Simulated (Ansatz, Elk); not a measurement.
# How far do independent atoms describe CdCu2S2?

Structure refinements treat a crystal as free atoms side by side. For a made-up structure of CdCu2S2 (cell and positions from a PBEsol relaxation) the runs below show what the calculated density changes in F(hkl).

Main program and level: Elk 11.2.3 (patched build); DFT, PBE, all-electron APW+lo, Dirac cores, scalar-relativistic bands, static density, no spin.

The structure was built from a prototype and need not be the compound's stable phase.

### Step 1. Starting point

It takes space group P-3m1 (No. 164, trigonal). The conventional cell has a = 3.800 Å, b = 3.800 Å, c = 6.467 Å, α = 90.00°, β = 90.00°, γ = 120.00°. Cd has 6 S at 2.72 Å nearest. Cu has 4 S at 2.31 to 2.39 Å and 3 Cu at 2.58 Å nearest. Nearest to S lie 4 Cu at 2.31 to 2.39 Å and 3 Cd at 2.72 Å. Farther neighbours and most contacts between anions are not listed.

Structure file:

```cif
data_structure
_symmetry_space_group_name_H-M 'P 1'
_symmetry_Int_Tables_number 1
_cell_length_a 3.7997
_cell_length_b 3.7997
_cell_length_c 6.4670
_cell_angle_alpha 90.000
_cell_angle_beta 90.000
_cell_angle_gamma 120.000
_cell_volume 80.86
loop_
_atom_site_label
_atom_site_type_symbol
_atom_site_fract_x
_atom_site_fract_y
_atom_site_fract_z
_atom_site_occupancy
Cd1 Cd 0.00000 0.00000 0.00000 1
Cu2 Cu 0.33333 0.66667 0.39489 1
Cu3 Cu 0.66667 0.33333 0.60511 1
S4 S 0.33333 0.66667 0.75149 1
S5 S 0.66667 0.33333 0.24851 1
```

### Step 2. Ground state and structure factors

An all-electron density is needed, since X-rays see the cores too. Task 0 finds the density and task 195 Fourier-transforms it; tshift is off so that phases refer to the origin typed.

Input file elk.in:

```
tasks
  0
  195

xctype
  20

spinpol
  .false.

rgkmax
  7.0

gmaxvr
  14.0

lmaxo
  7

lmaxapw
  8

swidth
  0.002

tshift
  .false.

hmaxvr
  5.5

maxscl
  120

epspot
  1e-06

sppath
  './'

avec
  7.18036718087 0.00000000000 0.00000000000
  -3.59018359044 6.21838038714 -0.00000000000
  0.00000000000 -0.00000000000 12.22081056003

atoms
  3
  'Cd.in'
  1
  -0.0000000000 -0.0000000000 -0.0000000000   0.000000 0.000000 0.000000
  'Cu.in'
  2
  0.3333333333 0.6666666667 0.3948905390   0.000000 0.000000 0.000000
  0.6666666667 0.3333333333 0.6051094610   0.000000 0.000000 0.000000
  'S.in'
  2
  0.3333333333 0.6666666667 0.7514886957   0.000000 0.000000 0.000000
  0.6666666667 0.3333333333 0.2485113043   0.000000 0.000000 0.000000

ngridk
  7 7 4
```

Launch:

```bash
OMP_NUM_THREADS=4 elk
```

Numbers of over 12 decimals in the logs are rounded to 6 here.

The program printed:

```text
┌─────────────────────────┐
│ Elk code version 11.2.3 │
└─────────────────────────┘

All units are atomic (Hartree, Bohr, etc.)

┌─────────────────────────────────────────────────┐
│ Ground-state run starting from atomic densities │
└─────────────────────────────────────────────────┘

Lattice vectors :
   7.180367181       0.000000000       0.000000000
  -3.590183590       6.218380387      -0.000000000
   0.000000000      -0.000000000       12.22081056

Reciprocal lattice vectors :
  0.8750506971      0.5052107555       0.000000000
  -0.000000000       1.010421511       0.000000000
  -0.000000000       0.000000000      0.5141381806

Unit cell volume      :    545.6623011
Brillouin zone volume :   0.4545855797

Muffin-tin inner radius fraction :   0.1000000000E-01

Nuclei treated as point charges

Species : 1 (Cd)
 parameters loaded from : Cd.in
 name : cadmium
 nuclear charge    :   -48.00000000
 electronic charge :    48.00000000
 atomic mass :    204912.7176
 muffin-tin radius :    2.600000000
 number of radial points in muffin-tin :   1193
 inner part over the whole radius :   0.9972693929E-02
 number on inner part of muffin-tin    :    850
 approximate nuclear radius :   0.8708852602E-04
 number of mesh points to nuclear radius :    426
 atomic positions (lattice), magnetic fields (Cartesian) :
  1 :   0.00000000  0.00000000  0.00000000    0.00000000  0.00000000  0.00000000

Species : 2 (Cu)
 parameters loaded from : Cu.in
 name : copper
 nuclear charge    :   -29.00000000
 electronic charge :    29.00000000
 atomic mass :    115837.2717
 muffin-tin radius :    2.247609662
 number of radial points in muffin-tin :    993
 inner part over the whole radius :   0.9928449323E-02
 number on inner part of muffin-tin    :    700
 approximate nuclear radius :   0.7406004541E-04
 number of mesh points to nuclear radius :    337
 atomic positions (lattice), magnetic fields (Cartesian) :
  1 :   0.33333333 -0.33333333  0.39489054    0.00000000  0.00000000  0.00000000
  2 :  -0.33333333  0.33333333 -0.39489054    0.00000000  0.00000000  0.00000000

Species : 3 (S)
 parameters loaded from : S.in
 name : sulphur
 nuclear charge    :   -16.00000000
 electronic charge :    16.00000000
 atomic mass :    58450.91931
 muffin-tin radius :    2.060308857
 number of radial points in muffin-tin :    793
 inner part over the whole radius :   0.9896142996E-02
 number on inner part of muffin-tin    :    553
 approximate nuclear radius :   0.6195814986E-04
 number of mesh points to nuclear radius :    252
 atomic positions (lattice), magnetic fields (Cartesian) :
  1 :   0.33333333 -0.33333333 -0.24851130    0.00000000  0.00000000  0.00000000
  2 :  -0.33333333  0.33333333  0.24851130    0.00000000  0.00000000  0.00000000

Total number of atoms per unit cell :    5
Total muffin-tin volume :    242.0124550
 ratio of muffin-tin to unit cell volume :   0.4435205704

Spin treatment :
 spin-unpolarised

Number of Bravais lattice symmetries :   24
Number of crystal symmetries         :   12
Crystal has inversion symmetry
Real symmetric eigensolver will be used

k-point grid :      7     7     4
k-point offset :    0.000000000       0.000000000       0.000000000
k-point set is reduced with full crystal symmetry group
Total number of k-points :       28

Muffin-tin radius times maximum |G+k| :    7.000000000
 using average radius
Maximum |G+k| for APW functions       :    3.120587423
Maximum (1/2)|G+k|²                   :    4.869032932
Maximum |G| for potential and density :    14.00000000
Constant for pseudocharge density :    9
 order of it for each species :   16  16  16
 order of it for pair densities of each species (exact exchange by exxq0 0: 17) :   13  10   7
Radial integration step length :    1

G-vector grid sizes :     32    32    56
Number of G-vectors :    25243

Maximum angular momentum used for
 APW functions            :    8
 outer part of muffin-tin :    7
 inner part of muffin-tin :    2

Total nuclear charge    :   -138.0000000
[...]
Density of states at Fermi energy :    16.26958378
 (states/Hartree/unit cell)

Estimated indirect band gap :   0.6449893986E-02
 from k-point 4 to k-point 12
Estimated direct band gap   :   0.1336336344E-01
 at k-point 2

Charges :
 core                        :    74.00000000
 valence                     :    64.00000000
 interstitial                :    7.686014175
 muffin-tins (core leakage)
  species : 1 (Cd)
   atom 1                    :    46.43894628     (  0.2537217502E-03)
  species : 2 (Cu)
[...]
species : 3 (S)
[...]
total in muffin-tins        :    130.3139858
 total calculated charge     :    137.9972517
 total charge                :    138.0000000
 error                       :   0.2748295541E-02

RMS change in Kohn-Sham potential (target) :   0.3873636166     (  0.1000000000E-05)
Absolute change in total energy (target)   :   0.3701604179     (  0.1000000000E-03)

[... loops 3 to 15 left out ...]

┌──────────────────┐
│ Loop number : 16 │
└──────────────────┘

Energies :
 Fermi                       :     0.246667
 sum of occupied eigenvalues :     -5697.9671885225
 electron kinetic            :      10035.954584601
 core electron kinetic       :      9454.1577361645
 Coulomb                     :     -19398.973722794
 Coulomb potential           :     -15289.676332493
 nuclear-nuclear             :     -1243.6944006464
 electron-nuclear            :     -21052.905991747
 Hartree                     :      2897.6266695995
 Madelung                    :     -11754.135556547
 xc potential                :     -444.24544063076
 exchange                    :     -334.82182776271
 correlation                 :     -6.660350
 electron entropic           :    -0.84872881302006E-04
 total energy                :     -9704.5014010291

Density of states at Fermi energy :    4.825453259
 (states/Hartree/unit cell)

Estimated indirect band gap :   0.1640464624E-01
 from k-point 21 to k-point 12
Estimated direct band gap   :   0.3381157226E-01
 at k-point 12

Charges :
 core                        :    74.00000000
 valence                     :    64.00000000
 interstitial                :    7.271833481
 muffin-tins (core leakage)
  species : 1 (Cd)
[...]
species : 2 (Cu)
[...]
species : 3 (S)
[...]
total in muffin-tins        :    130.7281665
 total calculated charge     :    137.9973853
 total charge                :    138.0000000
 error                       :   0.2614667328E-02

RMS change in Kohn-Sham potential (target) :   0.5553665688E-06 (  0.1000000000E-05)
Absolute change in total energy (target)   :   0.8251564759E-04 (  0.1000000000E-03)

Convergence targets achieved

┌──────────────────┐
│ Loop number : 17 │
└──────────────────┘

Energies :
 Fermi                       :     0.246667
 sum of occupied eigenvalues :     -5697.9671816017
 electron kinetic            :      10035.954594598
 core electron kinetic       :      9454.1577421848
 Coulomb                     :     -19398.973723014
 Coulomb potential           :     -15289.676344593
 nuclear-nuclear             :     -1243.6944006464
 electron-nuclear            :     -21052.905979405
 Hartree                     :      2897.6266570374
 Madelung                    :     -11754.135550717
 xc potential                :     -444.24543160687
 exchange                    :     -334.82182707657
 correlation                 :     -6.660350
 electron entropic           :    -0.84872983085265E-04
 total energy                :     -9704.5013905755

Density of states at Fermi energy :    4.825456750
 (states/Hartree/unit cell)

Estimated indirect band gap :   0.1640459672E-01
 from k-point 21 to k-point 12
Estimated direct band gap   :   0.3381149636E-01
 at k-point 12

Charges :
 core                        :    74.00000000
 valence                     :    64.00000000
 interstitial                :    7.271834240
 muffin-tins (core leakage)
  species : 1 (Cd)
[...]
species : 2 (Cu)
[...]
atom 2                    :    27.94301535     (  0.3777498680E-03)
  species : 3 (S)
   atom 1                    :    14.13468825     (  0.1775088119E-03)
   atom 2                    :    14.13468825     (  0.1775088119E-03)
 total in muffin-tins        :    130.7281658
 total calculated charge     :    137.9973853
 total charge                :    138.0000000
 error                       :   0.2614667120E-02

┌──────────────────────────────┐
│ Self-consistent loop stopped │
└──────────────────────────────┘

Warning : core states of species 1 leak from the muffin-tin :   0.2434988102E-03

Warning : core states of species 2 leak from the muffin-tin :   0.3777498680E-03

Warning : core states of species 3 leak from the muffin-tin :   0.1775088119E-03

Wrote STATE.OUT
```

It took 19 s on 4 threads of Intel Xeon 6975P-C (Granite Rapids), shared host; peak memory 0.22 GiB.

SFACRHO.OUT:

```text

h k l indices transformed by vhmat matrix:
   1.000000000       0.000000000       0.000000000    
   0.000000000       1.000000000       0.000000000    
   0.000000000       0.000000000       1.000000000    

      h      k      l  multipl.   |H|            Re(F)            Im(F)           |F|

      0      0      0      1   0.0000000       138.00000     -0.54728983E-16   138.00000    
      0      0     -1      2  0.51413818       2.3157097     -0.75725856E-14   2.3157097    
      1      0      0      6   1.0104215       3.8853697      0.66260124E-14   3.8853697    
      0      0      2      2   1.0282764       28.764453     -0.39046145E-14   28.764453    
     -1      0     -1      6   1.1337062       54.763758      0.28397196E-14   54.763758    
     -1      0      1      6   1.1337062       64.759581     -0.75725856E-14   64.759581    
      1      0     -2      6   1.4416324       4.6046580     -0.15145171E-13   4.6046580    
      0      1     -2      6   1.4416324       81.363071     -0.28397196E-14   81.363071    
      0      0     -3      2   1.5424145       53.878762      0.56794392E-14   53.878762    
      1      1      0      6   1.7501014       96.349944     -0.38991898E-13   96.349944    
     -1     -1      1     12   1.8240595       2.3516856     -0.75725856E-14   2.3516856    
     -1      1      3      6   1.8439073      -22.087187      0.85191588E-14   22.087187    
     -1      0      3      6   1.8439073       75.272454     -0.47328660E-14   75.272454    
      2     -2      0      6   2.0208430       4.6703955      0.22717757E-13   4.6703955    
      1     -2      2     12   2.0298293       24.813105     -0.11358878E-13   24.813105    
      0      0      4      2   2.0565527       16.466035      0.32301811E-13   16.466035    
      0     -2     -1      6   2.0852205       42.419871     -0.18931464E-14   42.419871    
      0      2     -1      6   2.0852205       52.761130     -0.99390186E-14   52.761130
```

Elk indexes on the primitive cell of elk.in and gives |H| = 4π sin θ/λ in inverse bohr. Below, one row stands for each form hkl of the conventional cell (m members, Friedel mates merged), F is for one primitive cell and the density is static (no thermal factor). Free-atom factors are Waasmaier and Kirfel's, and R is Σm||F|−|F'||/Σm|F|.

```csv
hkl,m,sin θ/λ (Å⁻¹),"abs F, DFT",neutral atoms,diff.
001,2,0.077,2.316,2.352,-0.036
100,6,0.152,3.885,3.996,-0.110
002,2,0.155,28.765,29.244,-0.479
101,6,0.171,54.764,54.566,+0.198
011,6,0.171,64.760,65.493,-0.733
012,6,0.217,4.605,4.128,+0.477
102,6,0.217,81.363,81.752,-0.389
003,2,0.232,53.879,54.313,-0.434
110,6,0.263,96.350,97.018,-0.668
111,12,0.274,2.352,1.955,+0.397
103,6,0.277,22.087,22.682,-0.594
013,6,0.277,75.272,75.642,-0.370
200,6,0.304,4.670,4.330,+0.341
112,12,0.305,24.813,24.797,+0.016
```

### Step 3. Outcome

```json
{
  "R against neutral atoms, sin θ/λ < 0.3 Å⁻¹": "1.07 %",
  "R against neutral atoms, 0.3 to 0.77 Å⁻¹": "0.26 %"
}
```

Independent neutral atoms miss the calculated amplitudes by R = 1.07 % below 0.3 Å⁻¹ and 0.26 % from there to 0.77 Å⁻¹; by shells, 1.56 % below 0.15 Å⁻¹ (1 form), 1.07 % 0.15 to 0.3 (11 forms), 0.31 % 0.3 to 0.45 (23 forms), 0.25 % above 0.45 (114 forms). Bonding, aspherical density and the tables' own atoms all enter these figures, and the runs don't part them. The largest change of an amplitude is -0.73 electrons, at 011. Weak lines can change much in proportion: 111 goes from 1.95 to 2.35. The basis has no finished test. The k-mesh has no finished test. These runs have no spin, though d or f shells may be open. Part of the difference isn't bonding: the tables are fits to free atoms and ions calculated by other methods than this functional. Thermal motion, anomalous dispersion and extinction are left out.

[Logs are printed without paths, hosts, clocks, repeated set-up lines and the standing remarks that a program may print on its own settings, such as how far it seeks lower states.]

[Hosts, paths, dates, database ids (printed as entryN), source tags and the programs' standing remarks are cut or masked in the printed files.]
